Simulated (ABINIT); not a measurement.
# Quasiparticle gap of LiNbO3 (R3c) in ABINIT

How does a plane-wave GW calculation on LiNbO3 (R3c) run from the first input to the gap?

Main program and level: ABINIT 10.8.3; PBE and many-body steps on it, plane waves.

This is a report of a sequence of runs, with most program output left out.

## 1. Starting point

Symmetry: R3c, No. 161, trigonal system. Conventional cell: a = 5.152 Å, b = 5.152 Å, c = 13.869 Å, α = 90.00°, β = 90.00°, γ = 120.00°. Nearest to Li lie 6 O at 2.07 to 2.24 Å. Nearest to Nb lie 6 O at 1.88 to 2.13 Å. Nearest to O lie 2 Nb at 1.88 to 2.13 Å and 2 Li at 2.07 to 2.24 Å. Farther neighbours and most contacts between anions are not listed.

Coordinates:

```cif
data_structure
_symmetry_space_group_name_H-M 'R3c:H'
_symmetry_Int_Tables_number 161
_cell_length_a 5.1516
_cell_length_b 5.1516
_cell_length_c 13.8690
_cell_angle_alpha 90.000
_cell_angle_beta 90.000
_cell_angle_gamma 120.000
_cell_volume 318.76
loop_
_atom_site_label
_atom_site_type_symbol
_atom_site_symmetry_multiplicity
_atom_site_Wyckoff_symbol
_atom_site_fract_x
_atom_site_fract_y
_atom_site_fract_z
_atom_site_occupancy
Li1 Li 6 a 0.66667 0.33333 0.05183 1
Nb1 Nb 6 a 0.66667 0.33333 0.33328 1
O1 O 18 b 0.01050 0.38222 0.26991 1
```

The cell and positions come from the Crystallography Open Database and are kept as given unless a step says otherwise.

## 2. Ground state

This step: ABINIT 10.8.3; DFT, PBE, plane waves, norm-conserving pseudopotentials.

The ground-state density comes first.

Input file run.abi:

```
acell 3*1.0 Angstrom
rprim 
  2.575800000019 1.487138823389 4.623000000000
  -2.575800000018 1.487138823389 4.623000000000
  0.000000000000 -2.974277646779 4.623000000000
ntypat 3
znucl 3 41 8
natom 10
typat 1 1 2 2 3 3 3 3 3 3
xred 
  0.281500000000 0.281500000000 0.281500000000
  0.781500000000 0.781500000000 0.781500000000
  0.000055000000 0.000055000000 0.000055000000
  0.500055000000 0.500055000000 0.500055000000
  0.112310000000 0.358360000000 0.719590000000
  0.719590000000 0.112310000000 0.358360000000
  0.358360000000 0.719590000000 0.112310000000
  0.219590000000 0.858360000000 0.612310000000
  0.858360000000 0.612310000000 0.219590000000
  0.612310000000 0.219590000000 0.858360000000
pp_dirpath "pseudos"
pseudos "Li.upf, Nb.upf, O.upf"
ecut 37
ngkpt 6 6 6
nshiftk 1
shiftk 0 0 0
kptopt 1
chksymbreak 0
nband 43
occopt 1
tolvrs 1e-10
nstep 60
prtwf 0
optforces 0
optstress 0
indata_prefix "in"
outdata_prefix "out"
tmpdata_prefix "tmp"
```

Launch:

```bash
> OMP_NUM_THREADS=1 mpirun -n 32 abinit run.abi > log
```

It took 39 s on 32 MPI ranks of Arm Neoverse V2, shared host; peak memory 3.6 GiB.

Numbers from this step:

- total energy: -6494.6034 eV
- gap: 3.607 eV
- k of the valence top: 0.1667, 0.1667, 0.1667
- k of the conduction bottom: 0.1667, 0.1667, 0
- least direct gap: 3.618 eV

The gap is indirect, with the least direct gap 0.011 eV higher.

## 3. Bands along the symmetry lines

Levels along a band path, at the cheap level, show where the edges lie and whether the meshes to come will hold them.

Edit run.abi of step 2 so:

```diff
@@ -23,14 +23,45 @@
 ecut 37
-ngkpt 6 6 6
-nshiftk 1
-shiftk 0 0 0
-kptopt 1
-chksymbreak 0
-nband 43
-occopt 1
-tolvrs 1e-10
-nstep 60
+iscf -2
+irdden 1
+kptopt 0
+nkpt 31
+kpt 
+  0.00000000 0.00000000 0.00000000
+  -0.12500000 -0.12500000 -0.12500000
+  -0.25000000 -0.25000000 -0.25000000
+  -0.37500000 -0.37500000 -0.37500000
+  -0.50000000 -0.50000000 -0.50000000
+  -0.50000000 -0.43391329 -0.56608671
+  -0.50000000 -0.36782657 -0.63217342
+  -0.50000000 -0.30173986 -0.69826014
+  -0.50000000 -0.23565315 -0.76434685
+  -0.23565315 0.23565315 -0.50000000
+  -0.17673986 0.17673986 -0.50000000
+  -0.11782658 0.11782658 -0.50000000
+  -0.05891329 0.05891329 -0.50000000
+  0.00000000 0.00000000 -0.50000000
+  0.00000000 0.00000000 -0.37500000
+  0.00000000 0.00000000 -0.25000000
+  0.00000000 0.00000000 -0.12500000
+  0.00000000 0.00000000 0.00000000
+  0.00000000 0.09195664 -0.09195664
+  0.00000000 0.18391329 -0.18391329
+  0.00000000 0.27586993 -0.27586993
+  0.00000000 0.36782657 -0.36782657
+  -0.36782657 0.00000000 -0.63217343
+  -0.40086993 0.00000000 -0.59913007
+  -0.43391329 0.00000000 -0.56608671
+  -0.46695664 0.00000000 -0.53304336
+  -0.50000000 0.00000000 -0.50000000
+  -0.37500000 0.00000000 -0.37500000
+  -0.25000000 0.00000000 -0.25000000
+  -0.12500000 0.00000000 -0.12500000
+  0.00000000 0.00000000 0.00000000
+istwfk *1
+nband 41
+nbdbuf 2
+tolwfr 1e-08
+nstep 40
 prtwf 0
-optforces 0
-optstress 0
+prtvol 0
 indata_prefix "in"
```

It took 17 s on 32 MPI ranks; peak memory 2.6 GiB; 7.2 min of CPU time.

This step gave:

| Item | Value |
| --- | --- |
| gap | 3.585 eV |
| k of the valence top | -0.125, -0.125, -0.125 |
| k of the conduction bottom | -0.125, 0, -0.125 |
| least direct gap | 3.618 eV |

The gap is 3.585 eV, −0.022 eV from the run before at this level.

The electronic bands at the labelled points (eV, zero at the top of the highest filled band):

| point | band 31 | band 32 | band 33 | band 34 | band 35 | band 36 | band 37 | band 38 |
| --- | --- | --- | --- | --- | --- | --- | --- | --- |
| Γ | -0.70 | -0.48 | -0.01 | -0.01 | 3.61 | 3.61 | 4.08 | 5.19 |
| halfway | -0.62 | -0.42 | -0.03 | -0.03 | 4.03 | 4.03 | 4.24 | 5.13 |
| T | -0.32 | -0.32 | -0.32 | -0.32 | 4.66 | 4.66 | 4.86 | 4.86 |
| halfway | -0.57 | -0.57 | -0.26 | -0.26 | 4.32 | 4.32 | 4.81 | 4.81 |
| H2 | -0.58 | -0.58 | -0.26 | -0.26 | 3.93 | 3.93 | 4.77 | 4.77 |
| jump to H0 | -0.58 | -0.58 | -0.26 | -0.26 | 3.93 | 3.93 | 4.77 | 4.77 |
| halfway | -0.47 | -0.47 | -0.18 | -0.18 | 3.82 | 3.82 | 4.78 | 4.78 |
| L | -0.30 | -0.30 | -0.22 | -0.22 | 3.91 | 3.91 | 4.74 | 4.74 |
| halfway | -0.47 | -0.41 | -0.21 | -0.08 | 3.66 | 3.77 | 4.21 | 4.92 |
| Γ | -0.70 | -0.48 | -0.01 | -0.01 | 3.61 | 3.61 | 4.08 | 5.19 |
| halfway | -0.50 | -0.34 | -0.29 | -0.06 | 3.70 | 3.97 | 4.21 | 4.74 |
| S0 | -0.71 | -0.50 | -0.40 | -0.11 | 3.59 | 4.11 | 4.70 | 4.78 |
| jump to S2 | -0.71 | -0.50 | -0.40 | -0.11 | 3.59 | 4.11 | 4.70 | 4.78 |
| halfway | -0.72 | -0.60 | -0.43 | -0.15 | 3.62 | 4.16 | 4.63 | 4.76 |
| F | -0.71 | -0.65 | -0.48 | -0.19 | 3.70 | 4.18 | 4.63 | 4.68 |
| halfway | -0.70 | -0.37 | -0.30 | -0.09 | 3.67 | 4.15 | 4.26 | 4.72 |
| Γ | -0.70 | -0.48 | -0.01 | -0.01 | 3.61 | 3.61 | 4.08 | 5.19 |

## 4. Empty states on the mesh, 4×4×4 mesh, 255 bands

The sums over transitions need many empty states on a uniform mesh; this step solves for them.

Input file run.abi:

```
acell 3*1.0 Angstrom
rprim 
  2.575800000019 1.487138823389 4.623000000000
  -2.575800000018 1.487138823389 4.623000000000
  0.000000000000 -2.974277646779 4.623000000000
ntypat 3
znucl 3 41 8
natom 10
typat 1 1 2 2 3 3 3 3 3 3
xred 
  0.281500000000 0.281500000000 0.281500000000
  0.781500000000 0.781500000000 0.781500000000
  0.000055000000 0.000055000000 0.000055000000
  0.500055000000 0.500055000000 0.500055000000
  0.112310000000 0.358360000000 0.719590000000
  0.719590000000 0.112310000000 0.358360000000
  0.358360000000 0.719590000000 0.112310000000
  0.219590000000 0.858360000000 0.612310000000
  0.858360000000 0.612310000000 0.219590000000
  0.612310000000 0.219590000000 0.858360000000
pp_dirpath "pseudos"
pseudos "Li.upf, Nb.upf, O.upf"
ecut 37
ngkpt 4 4 4
nshiftk 1
shiftk 0 0 0
kptopt 1
chksymbreak 0
iscf -2
irdden 1
istwfk *1
nband 255
nbdbuf 22
tolwfr 1e-09
nstep 60
prtvol 0
indata_prefix "in"
outdata_prefix "out"
tmpdata_prefix "tmp"
```

It took 2.4 min on 32 MPI ranks; peak memory 3.1 GiB; 61 min of CPU time.

Numbers from this step:

```
gap                                                           : 3.616 eV
k of the valence top                                          : 0, 0, 0
k of the conduction bottom                                    : 0.5, 0.25, 0
least direct gap                                              : 3.618 eV
k points computed                                             : 13
lowest point of the top converged band, above the valence top : 79.8480 eV
```

On this mesh the gap is 3.616 eV.

## 5. Screening, 4×4×4 mesh, 233 bands, screening to 130.6 eV

The RPA dielectric matrix is built and inverted for each q.

This step: RPA screening on PBE, plane waves, norm-conserving pseudopotentials.

Edit run.abi of step 4 so:

```diff
@@ -28,10 +28,11 @@
 chksymbreak 0
-iscf -2
-irdden 1
 istwfk *1
-nband 255
-nbdbuf 22
-tolwfr 1e-09
-nstep 60
-prtvol 0
+occopt 1
+irdwfk 1
+optdriver 3
+nband 233
+ecuteps 4.8
+inclvkb 2
+awtr 1
+symchi 1
 indata_prefix "in"
```

Elapsed: 4.9 min, on 32 MPI ranks; peak memory 23 GiB.

Numbers from this step:

| Property | Result |
| --- | --- |
| ε∞ with local fields, on this mesh, along the program's q direction | 5.025 |
| the same without local fields | 5.625 |
| plasma frequency | 29.71 eV |
| plane waves in the screening matrix | 339 |

Local fields lower ε∞ by 11 %.

## 6. Self-energy, 4×4×4 mesh, 233 bands, screening to 130.6 eV

The self-energy is evaluated for the states that the input lists, and the levels follow from it, in one-shot runs by the linearised quasiparticle equation.

This step: G0W0 on PBE, plane waves, norm-conserving pseudopotentials.

Edit run.abi of step 5 so:

```diff
@@ -31,8 +31,17 @@
 irdwfk 1
-optdriver 3
+optdriver 4
 nband 233
+gwcalctyp 0
+ecutsigx 37
+symsigma 1
+nkptgw 2
+kptgw 
+  0.0000000000 0.0000000000 0.0000000000
+  0.5000000000 0.2500000000 0.0000000000
+bdgw 
+  33 36
+  33 36
 ecuteps 4.8
-inclvkb 2
-awtr 1
-symchi 1
+irdscr 1
+ppmodel 1
 indata_prefix "in"
```

It took 24 s on 32 MPI ranks; peak memory 11 GiB.

This step gave:

* G0W0 gap on the points computed: 5.084 eV
* starting gap on the mesh: 3.616 eV
* k of the valence top: 0, 0, 0
* k of the conduction bottom: 0.5, 0.25, 0
* Z at the valence top: 0.774
* Z at the conduction bottom: 0.814
* least direct G0W0 gap on the computed points: 5.101 eV

The gap on the mesh goes from 3.62 eV to 5.08 eV, a correction of +1.47 eV.

Limits: finite bands, cutoff and mesh; no spin-orbit coupling. v1 is the top filled band, c1 the lowest empty one. Levels before and after the correction, in eV, zero at the valence-band top of each column:

|  | conduction bottom | valence top |
| --- | --- | --- |
| Kohn-Sham | 3.62 | 0.00 |
| G0W0 | 5.08 | 0.00 |

|  | level | energy (eV) |
| --- | --- | --- |
| Kohn-Sham | Γ v2-v1 | 0.000 |
| Kohn-Sham | Γ c1-c2 | 3.618 |
| Kohn-Sham | (0.5 0.25 0) v2 | -0.303 |
| Kohn-Sham | (0.5 0.25 0) v1 | -0.111 |
| Kohn-Sham | (0.5 0.25 0) c1 | 3.616 |
| Kohn-Sham | (0.5 0.25 0) c2 | 4.093 |
| G0W0 | Γ v2-v1 | 0.000 |
| G0W0 | Γ c1-c2 | 5.101 |
| G0W0 | (0.5 0.25 0) v2 | -0.348 |
| G0W0 | (0.5 0.25 0) v1 | -0.142 |
| G0W0 | (0.5 0.25 0) c1 | 5.084 |
| G0W0 | (0.5 0.25 0) c2 | 5.622 |

## 7. Where the time went

Times are wall times on 32 MPI ranks of Arm Neoverse V2, shared host, good to a factor of about two.

| step | time | share | memory (GiB) |
| --- | --- | --- | --- |
| ground state | 39 s | 8 % | 3.6 |
| bands along the symmetry lines | 17 s | 3 % | 2.6 |
| empty states on the mesh | 2.4 min | 28 % | 3.1 |
| screening | 4.9 min | 57 % | 23 |
| self-energy | 24 s | 5 % | 11 |

## 8. What came out

```yaml
pbe_gap: 3.59 eV, indirect (only 33 meV under the direct gap)
g0w0_gap_on_the_mesh: 5.08 eV
g0w0_gap_over_the_zone_rigid_shift: 5.05 eV
gw_settings: 4×4×4 mesh, 233 bands, screening to 130.6 eV, Godby-Needs plasmon pole
known_limits: not at the basis limit; no spin-orbit coupling
```

What this shows: G0W0 moves the gap on the mesh from 3.62 eV to 5.08 eV (+1.47 eV), with Z of 0.77 and 0.81 at the edges. The mesh misses the band edges by 0.03 eV in all; a rigid shift gives 5.05 eV for the zone. Local fields lower the RPA ε∞ on this mesh from 5.62 to 5.03. Only 2 of the mesh's irreducible points were corrected, so a valley elsewhere could overtake. The dearest step here is «screening». Bands and cutoff are finite, so the gap is not at the basis limit. The miss can reach some tenths of an eV and take either sign; the mesh is an error of its own. In the G0W0 run levels were corrected at 2 k points alone, so a gap called «on the mesh» is the least over those, and an edge elsewhere would be missed. The many-body steps are scalar-relativistic: spin-orbit coupling is not in them.

[Paths, hosts, dates, memory and timing lines, banners, echoed tables and standing remarks are left out of the program output.]

[Logs are printed without paths, hosts, clocks, repeated set-up lines and the standing remarks that a program may print on its own settings, such as how far it seeks lower states.]

[Runs of the session that timed out or met a known fault of the program may be left out.]

[Hosts, paths, dates, database ids (printed as entryN), source tags and the programs' standing remarks are cut or masked in the printed files.]

[G0W0 gaps are taken among the corrected bands and points alone; a level outside them can change the order at an edge.]

[Where Ansatz stands beside ABINIT at settings called matched, ABINIT's density can come from a denser mesh and the files from another edition; pairs whose starting gaps differed by over 0.03 eV were left out, so agreement reads better than it is.]
